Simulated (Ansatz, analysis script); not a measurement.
# Fe2B: how near to magnetism, part 2 of 2

Is Fe2B magnetic, nearly magnetic or plainly paramagnetic? E(M) and M(B) tell.

Ansatz 0.2.0; PBEsol, PAW set soft_1 (files made for PBE).

So far. Step 3 (Denser mesh): The run ends ferromagnetic on the main sites, with smaller opposed moments on others, with a net moment of 7.41 μB a cell, against 7.40 μB on the first mesh. Step 4 (Without spin): The free collinear run lies 819 meV below it.

The database entry behind the starting cell differs from later determinations by our own check (0.1 to 0.3 % short, probably kX units), so it need not match the best structure at ambient conditions.

## (6) Total moment fixed at 1.07 μB

Level of this step: Ansatz DFT, collinear, total moment fixed by two Fermi levels; PBEsol, PAW set soft_1; PAW set soft_1 (Ansatz).

Two Fermi levels, one a spin, hold the total moment exactly, which reaches states that a free run would leave.

The input, input.yaml:

```yaml
crystal:
  lattice:
    - [-2.5495, 2.5495, 2.12]
    - [2.5495, -2.5495, 2.12]
    - [2.5495, 2.5495, -2.12]
  atoms:
    - { symbol: Fe, position: [0.167, 0.667, 0.834], spin: 0.2675 }
    - { symbol: Fe, position: [0.333, 0.167, 0.5], spin: 0.2675 }
    - { symbol: Fe, position: [0.833, 0.333, 0.166], spin: 0.2675 }
    - { symbol: Fe, position: [0.667, 0.833, 0.5], spin: 0.2675 }
    - { symbol: B, position: [0.75, 0.75, 0.0] }
    - { symbol: B, position: [0.25, 0.25, 0.0] }
magnetization:
  spin_polarized: true
  initial_magnetization: 1.07
  spin_locking: { lock_magnetization: hard }
kpoints:
  mp_grid: { grid: [12, 12, 12] }
hamiltonian:
  xc: pbesol
  pseudopotentials: { kind: paw, azcp: { folder: soft_1 }, xc_functional: pbe }
scf:
  occupations: { method: fermi_dirac, width: 0.05 }
  max_iter: 120
  convergence: { dr2_threshold: 1.0e-08 }
  lower_state_search: "off"
basis:
  ecutwfc: 420.0
```

Launch:

```console
$ ansatz run input.yaml --threads 1 --pin off --max-ram 2560MiB --backend cpu --events-out ev --progress --plain --runs-dir out
```

Numbers of over 12 decimals in the logs are rounded to 6 here.

The program printed:

```text
[...]
Crystal: 6 atoms, lattice volume = 55.120 Å³
Basis set: ecut = 420 eV, 1039 PW (Γ)
Bands: 43, of which v1, the nominal top of the filled ones, is band 35 counted from 1 (34 counted from 0)
Symmetry: 16 space group operations
[...]
k-points: 163 of 1728
[...]
Starting moments: Σ|m| = 1.07 μB on 4 of 6 sites
[...]
SCF iter   1: F=—  HF=-18103.405683 eV  |F-HF|=—  |Δ(HF+E_count)|=         —  Δρ=6.35e-2 (↑5.93e-2 ↓6.35e-2)  dr2=6.70e0  dr2_m=1.25e-2  M=1.070 μB ∫|m|=1.116 μB  β_m=0.30  ethr=3.10e-3  ⟨swp⟩=6.2  Hψ=45154  notcnv=0
[...]
SCF iter  12: F=-18102.107411 eV  HF=-18102.107411 eV  |F-HF|=2.10e-9  |Δ(HF+E_count)|=  3.89e-10  Δρ=1.57e-6 (↑1.01e-6 ↓1.57e-6)  dr2=1.13e-9  dr2_m=4.18e-10  M=1.070 μB ∫|m|=1.250 μB  ethr=1.43e-11  ⟨swp⟩=3.0  Hψ=32839  notcnv=0
SCF 1 converged in 12 iterations: F = -18102.107411 eV  dr2 = 1.13e-9
[...]
SCF converged after 12 iterations
Stability checked in part: among states of this total moment the steps that led to this state did not find it unstable. No probe was made; neither looks for a lower state of another moment (fixed_total_moment; see scf.lower_state_search)
Magnetization: 1.0700 μB (35.5350 up, 34.4650 down)
Absolute magnetization: 1.2506 μB (∫|ρ↑−ρ↓|, with the PAW one-centre terms)
[...]
Per-site moments (μB) at R_I (Å): [(0.281576, 0.897299), (0.281576, 0.897299), (0.281576, 0.897299), (0.281576, 0.897299), (-0.022036, 0.874500), (-0.022036, 0.874500)]
Free energy (F): -18102.107411 eV
[...]
Internal energy: -18102.007662 eV  (E = F + TS)
E sigma→0 (E₀):  -18102.057536 eV
Entropy (-TS):   -0.099749 eV (-16.625 meV/atom)
Fermi energy:    17.995206 (↑ 17.922832, ↓ 18.067580) eV
[...]
```

Run time: 33 s. Hardware: 1 thread of Intel Xeon Platinum 8488C (Sapphire Rapids), shared host; peak memory 0.74 GiB.

The energy is -40.4 meV from the state without spin, and the largest site carries 0.282 μB.

## (7) Total moment fixed at 2.14 μB

input.yaml, the sections that differ from step 6:

```yaml
crystal:
  lattice:
    - [-2.5495, 2.5495, 2.12]
    - [2.5495, -2.5495, 2.12]
    - [2.5495, 2.5495, -2.12]
  atoms:
    - { symbol: Fe, position: [0.167, 0.667, 0.834], spin: 0.535 }
    - { symbol: Fe, position: [0.333, 0.167, 0.5], spin: 0.535 }
    - { symbol: Fe, position: [0.833, 0.333, 0.166], spin: 0.535 }
    - { symbol: Fe, position: [0.667, 0.833, 0.5], spin: 0.535 }
    - { symbol: B, position: [0.75, 0.75, 0.0] }
    - { symbol: B, position: [0.25, 0.25, 0.0] }
magnetization:
  spin_polarized: true
  initial_magnetization: 2.14
  spin_locking: { lock_magnetization: hard }
# kpoints, hamiltonian, scf, basis: as in step 6
```

The program printed:

```text
[...]
Crystal: 6 atoms, lattice volume = 55.120 Å³
Basis set: ecut = 420 eV, 1039 PW (Γ)
Bands: 44, of which v1, the nominal top of the filled ones, is band 35 counted from 1 (34 counted from 0)
Symmetry: 16 space group operations
[...]
k-points: 163 of 1728
[...]
Starting moments: Σ|m| = 2.14 μB on 4 of 6 sites
[...]
Per-site moments (μB) at R_I (Å): [(0.561014, 0.897299), (0.561014, 0.897299), (0.561014, 0.897299), (0.561014, 0.897299), (-0.042216, 0.874500), (-0.042216, 0.874500)]
Free energy (F): -18102.214715 eV
[...]
Internal energy: -18102.125402 eV  (E = F + TS)
E sigma→0 (E₀):  -18102.170058 eV
Entropy (-TS):   -0.089313 eV (-14.885 meV/atom)
Fermi energy:    18.004787 (↑ 17.879692, ↓ 18.129882) eV
[...]
[key lines of the parts left out:]
SCF converged after 10 iterations
Magnetization: 2.1400 μB (36.0700 up, 33.9300 down)
```

It took 33 s on 1 thread; peak memory 0.74 GiB.

The energy is -148 meV from the state without spin, and the largest site carries 0.561 μB.

## (8) Total moment fixed at 5.35 μB

input.yaml, the sections that differ from step 7:

```yaml
crystal:
  lattice:
    - [-2.5495, 2.5495, 2.12]
    - [2.5495, -2.5495, 2.12]
    - [2.5495, 2.5495, -2.12]
  atoms:
    - { symbol: Fe, position: [0.167, 0.667, 0.834], spin: 1.3375 }
    - { symbol: Fe, position: [0.333, 0.167, 0.5], spin: 1.3375 }
    - { symbol: Fe, position: [0.833, 0.333, 0.166], spin: 1.3375 }
    - { symbol: Fe, position: [0.667, 0.833, 0.5], spin: 1.3375 }
    - { symbol: B, position: [0.75, 0.75, 0.0] }
    - { symbol: B, position: [0.25, 0.25, 0.0] }
magnetization:
  spin_polarized: true
  initial_magnetization: 5.35
  spin_locking: { lock_magnetization: hard }
# kpoints, hamiltonian, scf, basis: as in step 7
```

The program printed:

```text
[...]
Crystal: 6 atoms, lattice volume = 55.120 Å³
Basis set: ecut = 420 eV, 1039 PW (Γ)
Bands: 46, of which v1, the nominal top of the filled ones, is band 35 counted from 1 (34 counted from 0)
Symmetry: 16 space group operations
[...]
k-points: 163 of 1728
[...]
Starting moments: Σ|m| = 5.35 μB on 4 of 6 sites
[...]
Per-site moments (μB) at R_I (Å): [(1.386434, 0.897299), (1.386434, 0.897299), (1.386434, 0.897299), (1.386434, 0.897299), (-0.097632, 0.874500), (-0.097632, 0.874500)]
Free energy (F): -18102.712082 eV
[...]
Internal energy: -18102.658090 eV  (E = F + TS)
E sigma→0 (E₀):  -18102.685086 eV
Entropy (-TS):   -0.053991 eV (-8.999 meV/atom)
Fermi energy:    18.010074 (↑ 17.866513, ↓ 18.153634) eV
[...]
[key lines of the parts left out:]
SCF converged after 9 iterations
Magnetization: 5.3500 μB (37.6750 up, 32.3250 down)
```

Wall time 29 s (1 thread); peak memory 0.76 GiB.

The energy is -645 meV from the state without spin, and the largest site carries 1.39 μB.

## (9) Total moment fixed at 9.63 μB

input.yaml, the sections that differ from step 8:

```yaml
crystal:
  lattice:
    - [-2.5495, 2.5495, 2.12]
    - [2.5495, -2.5495, 2.12]
    - [2.5495, 2.5495, -2.12]
  atoms:
    - { symbol: Fe, position: [0.167, 0.667, 0.834], spin: 2.4075 }
    - { symbol: Fe, position: [0.333, 0.167, 0.5], spin: 2.4075 }
    - { symbol: Fe, position: [0.833, 0.333, 0.166], spin: 2.4075 }
    - { symbol: Fe, position: [0.667, 0.833, 0.5], spin: 2.4075 }
    - { symbol: B, position: [0.75, 0.75, 0.0] }
    - { symbol: B, position: [0.25, 0.25, 0.0] }
magnetization:
  spin_polarized: true
  initial_magnetization: 9.63
  spin_locking: { lock_magnetization: hard }
# kpoints, hamiltonian, scf, basis: as in step 8
```

The program printed:

```text
[...]
Crystal: 6 atoms, lattice volume = 55.120 Å³
Basis set: ecut = 420 eV, 1039 PW (Γ)
Bands: 48, of which v1, the nominal top of the filled ones, is band 35 counted from 1 (34 counted from 0)
Symmetry: 16 space group operations
[...]
k-points: 163 of 1728
[...]
Starting moments: Σ|m| = 9.63 μB on 4 of 6 sites
[...]
Per-site moments (μB) at R_I (Å): [(2.376555, 0.897299), (2.376555, 0.897299), (2.376555, 0.897299), (2.376555, 0.897299), (-0.083981, 0.874500), (-0.083981, 0.874500)]
Free energy (F): -18102.488032 eV
[...]
Internal energy: -18102.462762 eV  (E = F + TS)
E sigma→0 (E₀):  -18102.475397 eV
Entropy (-TS):   -0.025270 eV (-4.212 meV/atom)
Fermi energy:    18.385080 (↑ 18.853234, ↓ 17.916926) eV
[...]
[key lines of the parts left out:]
SCF converged after 9 iterations
Magnetization: 9.6300 μB (39.8150 up, 30.1850 down)
```

It took 28 s on 1 thread; peak memory 0.79 GiB.

The energy is -421 meV from the state without spin, and the largest site carries 2.38 μB.

The other 5 runs of this kind were made alike; their results stand in the table below.

## (10) No field, tight threshold

A field gives a second route to the same curve. A thousand tesla shift each spin by 58 meV, and the threshold is tightened so that small induced moments are resolved.

input.yaml, the sections that differ from step 9:

```yaml
crystal:
  lattice:
    - [-2.5495, 2.5495, 2.12]
    - [2.5495, -2.5495, 2.12]
    - [2.5495, 2.5495, -2.12]
  atoms:
    - { symbol: Fe, position: [0.167, 0.667, 0.834], spin: 1.89 }
    - { symbol: Fe, position: [0.333, 0.167, 0.5], spin: 1.89 }
    - { symbol: Fe, position: [0.833, 0.333, 0.166], spin: 1.89 }
    - { symbol: Fe, position: [0.667, 0.833, 0.5], spin: 1.89 }
    - { symbol: B, position: [0.75, 0.75, 0.0] }
    - { symbol: B, position: [0.25, 0.25, 0.0] }
magnetization:
  spin_polarized: true
scf:
  occupations: { method: fermi_dirac, width: 0.05 }
  max_iter: 120
  convergence: { dr2_threshold: 1.0e-10 }
  lower_state_search: "off"
# kpoints, hamiltonian, basis: as in step 9
```

The program printed:

```text
[...]
Crystal: 6 atoms, lattice volume = 55.120 Å³
Basis set: ecut = 420 eV, 1039 PW (Γ)
Bands: 47, of which v1, the nominal top of the filled ones, is band 35 counted from 1 (34 counted from 0)
Symmetry: 16 space group operations
[...]
k-points: 163 of 1728
[...]
Starting moments: Σ|m| = 7.56 μB on 4 of 6 sites
[...]
Per-site moments (μB) at R_I (Å): [(1.890925, 0.897299), (1.890925, 0.897299), (1.890925, 0.897299), (1.890925, 0.897299), (-0.115608, 0.874500), (-0.115608, 0.874500)]
Free energy (F): -18102.886473 eV
[...]
Internal energy: -18102.848601 eV  (E = F + TS)
E sigma→0 (E₀):  -18102.867537 eV
Entropy (-TS):   -0.037872 eV (-6.312 meV/atom)
Fermi energy:    18.100355 eV
[...]
[key lines of the parts left out:]
SCF converged after 14 iterations
Magnetization: 7.4078 μB (38.7039 up, 31.2961 down)
```

Elapsed: 40 s, on 1 thread; peak memory 0.77 GiB.

The net moment is 7.41 μB a cell.

## (11) Field of 1500 T

Changes to input.yaml since step 10:

```diff
@@ -14,2 +14,3 @@
   spin_polarized: true
+  magnetic_field: 1500.0
 kpoints:
```

The program printed:

```text
[...]
Crystal: 6 atoms, lattice volume = 55.120 Å³
Basis set: ecut = 420 eV, 1039 PW (Γ)
Bands: 47, of which v1, the nominal top of the filled ones, is band 35 counted from 1 (34 counted from 0)
Symmetry: 16 space group operations
[...]
k-points: 163 of 1728
[...]
Starting moments: Σ|m| = 7.56 μB on 4 of 6 sites
[...]
Per-site moments (μB) at R_I (Å): [(2.040478, 0.897299), (2.040478, 0.897299), (2.040478, 0.897299), (2.040478, 0.897299), (-0.112925, 0.874500), (-0.112925, 0.874500)]
Free energy (F): -18103.559214 eV
[...]
Internal energy: -18103.524567 eV  (E = F + TS)
E sigma→0 (E₀):  -18103.541890 eV
Entropy (-TS):   -0.034648 eV (-5.775 meV/atom)
Fermi energy:    18.144507 eV
[...]
[key lines of the parts left out:]
SCF converged after 14 iterations
Magnetization: 8.0574 μB (39.0287 up, 30.9713 down)
```

Elapsed: 37 s, on 1 thread; peak memory 0.77 GiB.

The net moment is 8.06 μB a cell.

2 more runs differ from these in the same keys alone and are tabled below.

## (12) The curves

Energy less the state without spin against total moment:

```tsv
total moment (μB/cell)	energy less the state without spin (meV/cell)
0.00	0
1.07	-40.4
2.14	-148
3.21	-301
4.28	-477
5.35	-645
6.42	-772
7.49	-819
8.56	-730
9.63	-421
```

The field that holds a moment is half the difference of the two Fermi levels over μB.

The field that holds the moment by total moment:

```tsv
total moment (μB/cell)	field that holds the moment (T)
1.07	-1250
2.14	-2161
3.21	-2741
4.28	-2846
5.35	-2480
6.42	-1531
7.49	167
8.56	2791
9.63	8088
```

Site moments:

```tsv
total (μB)	Fe no. 1 (μB)	Fe no. 2 (μB)	Fe no. 3 (μB)	Fe no. 4 (μB)	B no. 5 (μB)	B no. 6 (μB)
1.07	0.2816	0.2816	0.2816	0.2816	-0.022	-0.022
2.14	0.561	0.561	0.561	0.561	-0.0422	-0.0422
3.21	0.8388	0.8388	0.8388	0.8388	-0.062	-0.062
4.28	1.114	1.114	1.114	1.114	-0.0808	-0.0808
5.35	1.386	1.386	1.386	1.386	-0.0976	-0.0976
6.42	1.654	1.654	1.654	1.654	-0.1109	-0.1109
7.49	1.91	1.91	1.91	1.91	-0.1155	-0.1155
8.56	2.153	2.153	2.153	2.153	-0.1072	-0.1072
9.63	2.377	2.377	2.377	2.377	-0.084	-0.084
```

The total moment by field:

```tsv
field (T)	total moment (μB/cell)
0	7.41
300	7.55
600	7.69
1500	8.06
```

A Landau fit E = a2 M² + a4 M⁴ + a6 M⁶ (meV, μB) and the Stoner form E ≈ M² (1/2N − I/4), with the slope taken at the first fixed moment:

Read from the output:

```yaml
density_of_states_at_the_fermi_level_no_spin: 13.25 states/eV/cell, both spins, broadened by the smearing
landau_coefficients_a2_a4_a6: -31.59, 0.3192, -3.01e-4 meV/μB², meV/μB^4, meV/μB^6
r_m_s_miss_of_the_landau_fit: 6.760 meV
stoner_parameter_i: 0.2863 eV, of the cell
i_n_2: 1.896 I N / 2 from the slope at the first moment; over 1: unstable to a moment
```

## (13) Results

```
state of the free run                              : ferromagnetic
net moment of the free run                         : 7.41 μB
energy of the free run from the state without spin : -819 meV a cell
lowest of the fixed moments tried                  : M = 7.49 μB, -819 meV
dM/dB between 0 and 300 T                          : 0.486 μB a cell per 1000 T
```

At this level the system is magnetic: the free run keeps 1.89 μB on the largest site. No other order was typed. Among the fixed moments, E(M) falls 819 meV below the state without spin and is lowest near 7.49 μB on this grid. I·N/2 = 1.9 is over 1, so the state without spin is unstable to a uniform moment. The field acts on spins alone. The 13 fixed-moment and field runs took 7.2 min of wall time, added up. Energies are free energies at a smearing of 0.05 eV, and with partly filled levels differences shift, at times strongly, as the smearing goes to zero. In doubt: the program's search for lower states was switched off, so a lower magnetic state than those reached may exist.

[Logs and program files are shortened in this print: banners, set-up blocks, solver, clock and traceback lines can be left out without a mark of their own.]

[Logs are printed without paths, hosts, clocks, repeated set-up lines and the standing remarks that a program may print on its own settings, such as how far it seeks lower states.]

[Hosts, paths, dates, database ids (printed as entryN), source tags and the programs' standing remarks are cut or masked in the printed files.]
